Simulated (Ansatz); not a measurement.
# TiTeSe monolayer, Janus under uniaxial strain along a, the zigzag direction, with the width clamped, part 2 of 3

Wanted: the shifts of the zone-centre modes of TiTeSe monolayer, Janus with strain.

Ansatz 0.2.0; DFT PBEsol, scalar-relativistic, plane waves, PAW; PAW set soft_1.

So far: Starting point; A rough relaxation first; Relaxation.

## Step 4: Tight relaxation

Phonons need small forces and stress, so the relaxation is finished with tight tolerances on 15×15×1 k points.

Contents of input.yaml:

```yaml
crystal:
  lattice:
    - [3.5704237384, 0.0, 0.0]
    - [-1.7852118692, 3.0920776597, 0.0]
    - [0.0, 0.0, 30.0]
  atoms:
    - { symbol: Ti, position: [0.0, 0.0, 0.3369619058] }
    - { symbol: Se, position: [0.3333333333, 0.6666666667, 0.3845213218] }
    - { symbol: Te, position: [0.6666666667, 0.3333333333, 0.275183439] }
  periodic: [true, true, false]
kpoints:
  mp_grid: { grid: [15, 15, 1] }
hamiltonian:
  xc: pbesol
  pseudopotentials: { kind: paw, azcp: { folder: soft_1 }, xc_functional: pbe }
scf:
  occupations: { method: methfessel_paxton, width: 0.2 }
output:
  forces: true
  stress: true
  eigenvalues: true
  write_density: true
  write_potential: true
  elf: true
  volumetric_format: npy
relax:
  adjacent_minimum: "off"
  f_tol: 0.001
  max_steps: 60
  cell: { stress_2d_tol: 0.002 }
```

The run is started by

```bash
> ansatz run input.yaml --threads 4 --pin off --max-ram 16384MiB --backend cpu --events-out ev --progress --plain --runs-dir out
```

Numbers of over 12 decimals in the logs are rounded to 6 here.

Log:

```text
[...]
Crystal: 3 atoms, lattice volume = 331.201 Å³
Basis set: ecut = 420 eV, 6383 PW (Γ), exchange–correlation on 48×48×432 points (8 copies of the dense FFT grid, shifted against one another)
Bands: 27, of which v1, the nominal top of the filled ones, is band 22 counted from 1 (21 counted from 0)
Symmetry: 6 space group operations
[...]
k-points: 27 of 225 (time reversal used)
[...]
--- Relaxed structure (3 steps of the walk, 3 accepted, 1 SCFs on fresh bases) ---
[...]
cell:  # Å, volume = 331.1274 Å³
    - [3.570028, 0, 0]
    - [-1.785014, 3.091735, 0]
    - [0, 0, 30.0]
  atoms:
    - { symbol: Ti, position: [0, 0, 0.336955] }
    - { symbol: Se, position: [0.333333, 0.666667, 0.384534] }
    - { symbol: Te, position: [0.666667, 0.333333, 0.275178] }
[key lines of the parts left out:]
SCF converged after 10 iterations
Free energy (F): -14802.438660 eV
Fermi energy:    -4.886595 eV
P = ½ c Tr σ = -0.0010 N/m
```

Run time: 27 s. Hardware: 4 threads of Arm Neoverse V2, shared host; peak memory 0.75 GiB; 1.8 min of CPU time.

Little changed from the start: no atom moved by 0.005 Å and no cell edge by 0.1 %.

This step gave:

```yaml
area_per_atom: 3.679 Å²
```

Electrostatic potential energy in the ac plane at fractional y = 0.333, with atoms of Te within 0.2 Å of it. With pseudopotentials it is smooth inside the atoms' cores, unlike the true potential.

Values in eV, 24 rows by 14 columns, each cell a mean:
```
  0   0   0   0   0   0   0   0   0   0   0   0   0   0
  0   0   0   0   0   0   0   0   0   0   0   0   0   0
  0   0   0   0   0   0   0   0   0   0   0   0   0   0
  0   0   0   0   0   0   0   0   0   0   0   0   0   0
  0   0   0   0   0   0   0   0   0   0   0   0   0   0
  0   0   0   0   0   0   0   0   0   0   0   0   0   0
  0   0   0   0   0   0   0   0   0   0   0   0   0   0
  0   0   0   0   0   0   0   0   0   0   0   0   0   0
  0   0   0   0   0   0   0   0   0   0   0   0   0   0
  0   0   0   0   0   0   0   0   0   0   0   0   0   0
  0   0   0   0   0   0   0   0   0   0   0   0   0   0
  0   0   0   0   0   0   0   0   0   0   0   0   0   0
  0   0   0   0   0   0   0   0   0   0   0   0   0   0
 -1  -1  -1  -1  -1   0   0   0   0   0   0   0   0   0
 -5  -7  -9  -8  -6  -4  -2  -1  -1  -1  -1  -1  -2  -3
 -8 -10 -11 -11  -9  -6  -4  -3  -2  -2  -2  -2  -4  -5
 -6  -6  -7  -6  -6  -7  -9 -10 -10 -10 -10 -10  -9  -8
 -7  -4  -2  -3  -6 -11 -14 -13  -9  -6  -7 -12 -14 -13
 -1  -1  -1  -1  -1  -2  -3  -4  -5  -5  -5  -5  -3  -2
  0   0   0   0   0   0   0   0   0   0   0   0   0   0
  0   0   0   0   0   0   0   0   0   0   0   0   0   0
  0   0   0   0   0   0   0   0   0   0   0   0   0   0
  0   0   0   0   0   0   0   0   0   0   0   0   0   0
  0   0   0   0   0   0   0   0   0   0   0   0   0   0
```
Columns run along a (3.6 Å; values clipped at the 3rd and 97th percentile), rows up along c (30.0 Å). Atoms in or near the plane, at fractional coordinates: Te at (0.67, 0.28).

Valence density in the ac plane at fractional y = 0.333, with atoms of Te within 0.2 Å of it. It is the smooth field of the valence electrons, not physical close to the nuclei.

Ten steps, logarithmic in the rise over the least value, from '_' (0 e/Å³) to '@' (11 e/Å³), each cell a mean:
```
____________________________
____________________________
____________________________
____________________________
____________________________
____________________________
____________________________
____________________________
____________________________
____________________________
____________________________
____________________________
____________________________
____________________________
::------::::....______....::
::------::::..............::
::::::::::::--==++**++==----
::......::--==##@@@@@@%%++==
__________....::::::::::....
____________________________
____________________________
____________________________
____________________________
____________________________
```
Columns run along a (3.6 Å), rows up along c (30.0 Å). Atoms in or near the plane, at fractional coordinates: Te at (0.67, 0.28).

ELF in the ac plane at fractional y = 0.333, with atoms of Te within 0.2 Å of it. It is the smooth field of the valence electrons, not physical close to the nuclei.

Values, 24 rows by 14 columns, each cell a mean:
```
0.00 0.00 0.00 0.00 0.00 0.00 0.00 0.00 0.00 0.00 0.00 0.00 0.00 0.00
0.00 0.00 0.00 0.00 0.00 0.00 0.00 0.00 0.00 0.00 0.00 0.00 0.00 0.00
0.00 0.00 0.00 0.00 0.00 0.00 0.00 0.00 0.00 0.00 0.00 0.00 0.00 0.00
0.00 0.00 0.00 0.00 0.00 0.00 0.00 0.00 0.00 0.00 0.00 0.00 0.00 0.00
0.00 0.00 0.00 0.00 0.00 0.00 0.00 0.00 0.00 0.00 0.00 0.00 0.00 0.00
0.00 0.00 0.00 0.00 0.00 0.00 0.00 0.00 0.00 0.00 0.00 0.00 0.00 0.00
0.00 0.00 0.00 0.00 0.00 0.00 0.00 0.00 0.00 0.00 0.00 0.00 0.00 0.00
0.00 0.00 0.00 0.00 0.00 0.00 0.00 0.00 0.00 0.00 0.00 0.00 0.00 0.00
0.00 0.00 0.00 0.00 0.00 0.00 0.00 0.00 0.00 0.00 0.00 0.00 0.00 0.00
0.00 0.00 0.00 0.00 0.00 0.00 0.00 0.00 0.00 0.00 0.00 0.00 0.00 0.00
0.00 0.00 0.00 0.00 0.00 0.00 0.00 0.00 0.00 0.00 0.00 0.00 0.00 0.00
0.00 0.00 0.00 0.00 0.00 0.00 0.00 0.00 0.00 0.00 0.00 0.00 0.00 0.00
0.01 0.02 0.02 0.02 0.01 0.01 0.00 0.00 0.00 0.00 0.00 0.00 0.00 0.00
0.27 0.36 0.40 0.39 0.31 0.20 0.09 0.03 0.01 0.01 0.01 0.02 0.06 0.14
0.69 0.75 0.77 0.77 0.72 0.60 0.40 0.16 0.06 0.04 0.04 0.11 0.28 0.51
0.30 0.31 0.32 0.32 0.30 0.28 0.24 0.19 0.16 0.16 0.16 0.18 0.21 0.26
0.38 0.25 0.17 0.20 0.33 0.45 0.51 0.49 0.45 0.42 0.43 0.48 0.51 0.49
0.57 0.39 0.23 0.29 0.52 0.58 0.50 0.32 0.18 0.13 0.15 0.25 0.42 0.55
0.33 0.12 0.05 0.07 0.24 0.49 0.66 0.74 0.76 0.76 0.76 0.75 0.71 0.60
0.02 0.01 0.00 0.00 0.02 0.05 0.11 0.20 0.25 0.28 0.27 0.22 0.15 0.08
0.00 0.00 0.00 0.00 0.00 0.00 0.00 0.00 0.01 0.01 0.01 0.00 0.00 0.00
0.00 0.00 0.00 0.00 0.00 0.00 0.00 0.00 0.00 0.00 0.00 0.00 0.00 0.00
0.00 0.00 0.00 0.00 0.00 0.00 0.00 0.00 0.00 0.00 0.00 0.00 0.00 0.00
0.00 0.00 0.00 0.00 0.00 0.00 0.00 0.00 0.00 0.00 0.00 0.00 0.00 0.00
```
Columns run along a (3.6 Å), rows up along c (30.0 Å). Atoms in or near the plane, at fractional coordinates: Te at (0.67, 0.28).

The largest force component left is 0.49 meV/Å, within the tolerances set.

## Step 5: Modes at rest

The force constants come from the linear response of the density to a displacement.

The modes at rest are the reference of the series.

input.yaml, the sections that differ from step 4:

```yaml
crystal:
  lattice:
    - [3.5700281122, 0.0, 0.0]
    - [-1.7850140561, 3.0917350374, 0.0]
    - [0.0, 0.0, 30.0]
  atoms:
    - { symbol: Ti, position: [0.0, 0.0, 0.3369553401] }
    - { symbol: Se, position: [0.3333333333, 0.6666666667, 0.3845335549] }
    - { symbol: Te, position: [0.6666666667, 0.3333333333, 0.2751777716] }
  periodic: [true, true, false]
output:
  eigenvalues: true
phonons:
  method: dfpt
# kpoints, hamiltonian, scf: as in step 4
# relax: removed
```

Log:

```text
[...]
Crystal: 3 atoms, lattice volume = 331.127 Å³
Basis set: ecut = 420 eV, 6383 PW (Γ), exchange–correlation on 48×48×432 points (8 copies of the dense FFT grid, shifted against one another)
Bands: 27, of which v1, the nominal top of the filled ones, is band 22 counted from 1 (21 counted from 0)
Symmetry: 6 space group operations
k-points: 64 of 225 (irreducible under 2 space group operations, time reversal used)
[...]
SCF iter   1: F=—  HF=-14802.953695 eV  |F-HF|=—  |Δ(HF+E_count)|=         —  Δρ=1.64e-2  dr2=2.28e0  ethr=3.10e-3  ⟨swp⟩=13.7  Hψ=11754  notcnv=0
[...]
SCF iter  13: F=-14802.438660 eV  HF=-14802.438660 eV  |F-HF|=1.91e-10  |Δ(HF+E_count)|=  3.17e-10  S|Δr|=    0.00e0  Δρ=1.07e-8  dr2=3.84e-13  ethr=1.00e-12  ⟨swp⟩=8.1  Hψ=8690  notcnv=0
SCF 1 converged in 13 iterations: F = -14802.438660 eV  dr2 = 3.84e-13
[...]
DFPT response loops at Γ: preconditioner auto → none (partly filled bands, converged f_vac=0.760); β = 0.50; Broyden in place of MSR1
SCF converged after 13 iterations
[...]
Free energy (F): -14802.438660 eV
[...]
Internal energy: -14802.439373 eV  (E = F + TS)
E sigma→0 (E₀):  -14802.438838 eV
Entropy (-TS):   0.000713 eV (0.238 meV/atom)
Fermi energy:    -4.886595 eV
Step filling:    the computed levels leave a gap of 0.0000 eV = 0.0 smearing widths at the electron count; against every level under it full and every level over it empty, smearing changes F+E_penalty+E_count by +1.438 meV and its σ→0 estimate by +1.260 meV
[...]
--- Band table (eV; the first three rows and the last of 64) ---
  k-point 0: bands = [... 18 lower, -7.0883, -6.7971, -4.5004, -4.5004, -4.1505, -3.7556, -3.7556, -1.2703, ... 1 higher]
  k-point 1: bands = [... 18 lower, -7.0820, -6.5685, -4.8034, -4.6659, -4.2876, -3.6555, -3.6266, -1.6167, ... 1 higher]
  k-point 2: bands = [... 18 lower, -7.0702, -6.3584, -5.6274, -4.9658, -4.3940, -3.5696, -3.4422, -2.1747, ... 1 higher]
  k-point 63: bands = [... 18 lower, -7.8825, -7.7801, -7.1022, -6.6637, -4.2436, -3.7264, -3.3667, -2.5863, ... 1 higher]
--- Phonons (Γ-DFPT): 6 representative perturbations + reference, on 64 of 225 k-points (Σ response iterations 28) ---
  k mesh reduced under 2 symmetry operations, with k and −k counted as one. Each operation leaves every solved perturbation unchanged. A smaller set is not used because it would not reduce the number of displacements times k-points to solve
  ASR residual: 3.048e-5 → 0.000e0 eV/Å²; symmetrization residual: 4.467e-5 eV/Å²
  ASR residual per site (eV/Å²): 2.62e-5 1.58e-5 3.05e-5
  Γ frequencies (cm⁻¹): 0.00 0.00 0.00 105.32 105.32 160.34 204.45 204.45 316.90
  non-analytic LO–TO correction: not included (Born effective charges unavailable; polar crystals: no LO–TO splitting at Γ)
```

Run time: 1.8 min. Hardware: 4 threads; peak memory 2.2 GiB.

This step gave:

```
sum-rule residual before enforcement                    : 3.05e-5 eV/Å²
point group                                             : 3m
highest optical mode at the zone centre (no LO-TO term) : 316.9 cm⁻¹
lowest optical zone-centre mode                         : 105.3 cm⁻¹
```

Patterns of degenerate modes are one choice out of their space. Modes at Γ, with each element's share of the kinetic energy:

```
mode  frequency (cm⁻¹)  symmetry  Ti %  Se %  Te %
   1               0.0  acoustic    19    31    50
   2               0.0  acoustic    19    31    50
   3               0.0  acoustic    19    31    50
   4             105.3         E    11    40    49
   5             105.3         E    11    40    49
   6             160.3        A1     2    55    44
   7             204.4         E    70    29     1
   8             204.4         E    70    29     1
   9             316.9        A1    80    14     6
```

Displacements in mode 4 (105.3 cm⁻¹), the largest set to 1:
```
Ti1 -0.67  0.00  0.00
Se2 -1.00  0.00  0.00
Te3  0.87  0.00  0.00
```

Displacements in mode 9 (316.9 cm⁻¹), the largest set to 1:
```
Ti1  0.00  0.00  1.00
Se2  0.00  0.00 -0.33
Te3  0.00  0.00 -0.17
```

Before it was imposed, the acoustic sum rule was missed by 3.0e-5 eV/Å². Small misses are needed for a sound result but don't prove that mesh and cutoff are converged. The lowest optical mode is real, 105 cm⁻¹.

## Step 6: Relaxation of a member: uniaxial strain of +5 % along a, the zigzag direction, with the width clamped

The cell takes a uniaxial strain of +5 % along a, the zigzag direction, with the width clamped. The cell is held, and the atoms relax in it.

input.yaml, the sections that differ from step 5:

```yaml
crystal:
  lattice:
    - [3.7485295177, 0.0, 0.0]
    - [-1.8742647589, 3.0917350374, 0.0]
    - [0.0, 0.0, 30.0]
  atoms:
    - { symbol: Ti, position: [-0.0009967485, -0.0019934969, 0.3371317906] }
    - { symbol: Se, position: [0.3370670001, 0.6741340003, 0.3832996499] }
    - { symbol: Te, position: [0.6639297483, 0.3278594967, 0.2762352262] }
  periodic: [true, true, false]
output:
  forces: true
  stress: true
  eigenvalues: true
relax:
  adjacent_minimum: "off"
  f_tol: 0.001
  max_steps: 60
# kpoints, hamiltonian, scf: as in step 5
# phonons: removed
```

Log:

```text
[...]
F+E_penalty+E_count = -14802.39548594 eV   max|allowed force component| = 3.800e-4 eV/Å
  cell:  # Å, volume = 347.6838 Å³
    - [3.7485295177, 3.0310824244822055e-11, 0.0]
    - [-1.874264758875, 3.091735, 0.0]
    - [0.0, 0.0, 30.0]
  atoms:
    - { symbol: Ti, position: [-0.00135772, -0.00271544, 0.337186] }
    - { symbol: Se, position: [0.337996, 0.675992, 0.382988] }
    - { symbol: Te, position: [0.663362, 0.326723, 0.276492] }
[key lines of the parts left out:]
SCF converged after 4 iterations
Free energy (F): -14802.395486 eV
Fermi energy:    -4.951477 eV
P = ½ c Tr σ = -1.4959 N/m
```

Run time: 68 s. Hardware: 4 threads; peak memory 1 GiB.

The steps of the relaxation:

```
step  energy less that of the first step (eV)  largest force component (eV/Å)
   1                                   0.0000                          0.0833
   2                                  -0.0002                          0.0925
   3                                  -0.0008                          0.0105
   4                                  -0.0008                          0.0059
   5                                  -0.0008                          0.0004
   6                                  -0.0008                          0.0004
```

Forces are held to the 2 operations that the run works with; a distortion that breaks them can't arise in this run.

The atoms that moved most (Å):

```
atom     dx      dy      dz  length
 Se2  0.000   0.006  -0.009   0.011
 Te3  0.000  -0.004   0.008   0.008
```

Final coordinates:

```xyz
3
Lattice="3.7485 0.0000 0.0000 -1.8743 3.0917 0.0000 0.0000 0.0000 30.0000" Properties=species:S:1:pos:R:3
Ti    0.0000   -0.0084   10.1156
Se    0.0000    2.0900   11.4897
Te    1.8743    1.0101    8.2948
```

This step gave:

```
area per atom : 3.863 Å²
```

The largest force component left is 0.38 meV/Å.

## Step 7: Modes of this member: uniaxial strain of +5 % along a, the zigzag direction, with the width clamped

The zone-centre modes follow for uniaxial strain of +5 % along a, the zigzag direction, with the width clamped.

input.yaml, the sections that differ from step 6:

```yaml
crystal:
  lattice:
    - [3.7485295177, 0.0, 0.0]
    - [-1.8742647589, 3.0917350374, 0.0]
    - [0.0, 0.0, 30.0]
  atoms:
    - { symbol: Ti, position: [-0.0013577179, -0.0027154357, 0.3371860507] }
    - { symbol: Se, position: [0.3379961487, 0.6759922975, 0.3829883649] }
    - { symbol: Te, position: [0.6633615691, 0.3267231383, 0.2764922511] }
  periodic: [true, true, false]
output:
  eigenvalues: true
phonons:
  method: dfpt
# kpoints, hamiltonian, scf: as in step 6
# relax: removed
```

Log:

```text
zone centre: on kpoints.mp_grid the ground state, and the responses unless they are solved on pairs of k-points, stand on 64 of the mesh's 225 k-points, reduced under 2 symmetry operations, with k and −k counted as one. Each operation leaves every solved displacement unchanged or reverses it
[...]
Crystal: 3 atoms, lattice volume = 347.684 Å³
Basis set: ecut = 420 eV, 6741 PW (Γ), exchange–correlation on 54×54×432 points (8 copies of the dense FFT grid, shifted against one another)
Bands: 27, of which v1, the nominal top of the filled ones, is band 22 counted from 1 (21 counted from 0)
Symmetry: 2 space group operations
k-points: 64 of 225 (time reversal used)
[...]
SCF iter   1: F=—  HF=-14802.866392 eV  |F-HF|=—  |Δ(HF+E_count)|=         —  Δρ=1.73e-2  dr2=1.86e0  ethr=3.10e-3  ⟨swp⟩=13.1  Hψ=11325  notcnv=0
[...]
SCF iter  13: F=-14802.395486 eV  HF=-14802.395486 eV  |F-HF|=1.04e-10  |Δ(HF+E_count)|=   1.23e-9  S|Δr|=    0.00e0  Δρ=1.80e-8  dr2=3.39e-12  ethr=1.00e-12  ⟨swp⟩=13.9  Hψ=11899  notcnv=0
SCF 1 converged in 13 iterations: F = -14802.395486 eV  dr2 = 3.39e-12
[...]
SCF converged after 13 iterations
[...]
Free energy (F): -14802.395486 eV
[...]
Internal energy: -14802.397367 eV  (E = F + TS)
E sigma→0 (E₀):  -14802.395956 eV
Entropy (-TS):   0.001881 eV (0.627 meV/atom)
Fermi energy:    -4.951479 eV
[...]
--- Band table (eV; the first three rows and the last of 64) ---
  k-point 0: bands = [... 18 lower, -7.2313, -6.6128, -4.7636, -4.5873, -4.2448, -4.1302, -3.9070, -1.5636, ... 1 higher]
  k-point 1: bands = [... 18 lower, -7.4708, -6.4317, -4.9872, -4.8559, -4.3223, -4.0604, -3.7722, -1.7596, ... 1 higher]
  k-point 2: bands = [... 18 lower, -7.4916, -6.2178, -5.6272, -5.3418, -4.4362, -3.8290, -3.6809, -2.2800, ... 1 higher]
  k-point 63: bands = [... 18 lower, -7.9626, -7.8255, -7.0933, -6.6023, -4.3425, -3.8378, -3.7622, -2.6727, ... 1 higher]
[...]
ASR residual: 3.787e-5 → 0.000e0 eV/Å²; symmetrization residual: 9.699e-6 eV/Å²
  ASR residual per site (eV/Å²): 3.79e-5 2.86e-5 2.83e-5
  Γ frequencies (cm⁻¹): 0.00 0.00 0.00 101.85 102.96 156.21 179.18 187.68 300.53
[...]
```

The job ended after 3.2 min (4 threads; peak memory 2.3 GiB).

Numbers from this step:

| Item | Value |
| --- | --- |
| sum-rule residual before enforcement | 3.79e-5 eV/Å² |
| point group | m |
| highest optical mode at the zone centre (no LO-TO term) | 300.5 cm⁻¹ |
| lowest optical zone-centre mode | 101.8 cm⁻¹ |

Patterns of degenerate modes are one choice out of their space. Modes at Γ, with each element's share of the kinetic energy:

```
mode  frequency (cm⁻¹)  symmetry  Ti %  Se %  Te %
   1               0.0  acoustic    19    31    50
   2               0.0  acoustic    19    31    50
   3               0.0  acoustic    19    31    50
   4             101.8       A''    15    35    50
   5             103.0        A'    17    34    50
   6             156.2        A'     1    56    42
   7             179.2        A'    64    35     0
   8             187.7       A''    66    34     0
   9             300.5        A'    80    13     7
```

The lowest optical mode is real, 102 cm⁻¹, and the highest lies at 300.5 cm⁻¹.

For the highest optical mode at the zone centre (no LO-TO term), step 5 gave 317 cm⁻¹; this run, with strain 5 %, gives 301 cm⁻¹ (-5 %).

(Continued in part 3 of 3.)

[Logs are printed without paths, hosts, clocks, repeated set-up lines and the standing remarks that a program may print on its own settings, such as how far it seeks lower states.]

[Hosts, paths, dates, database ids (printed as entryN), source tags and the programs' standing remarks are cut or masked in the printed files.]
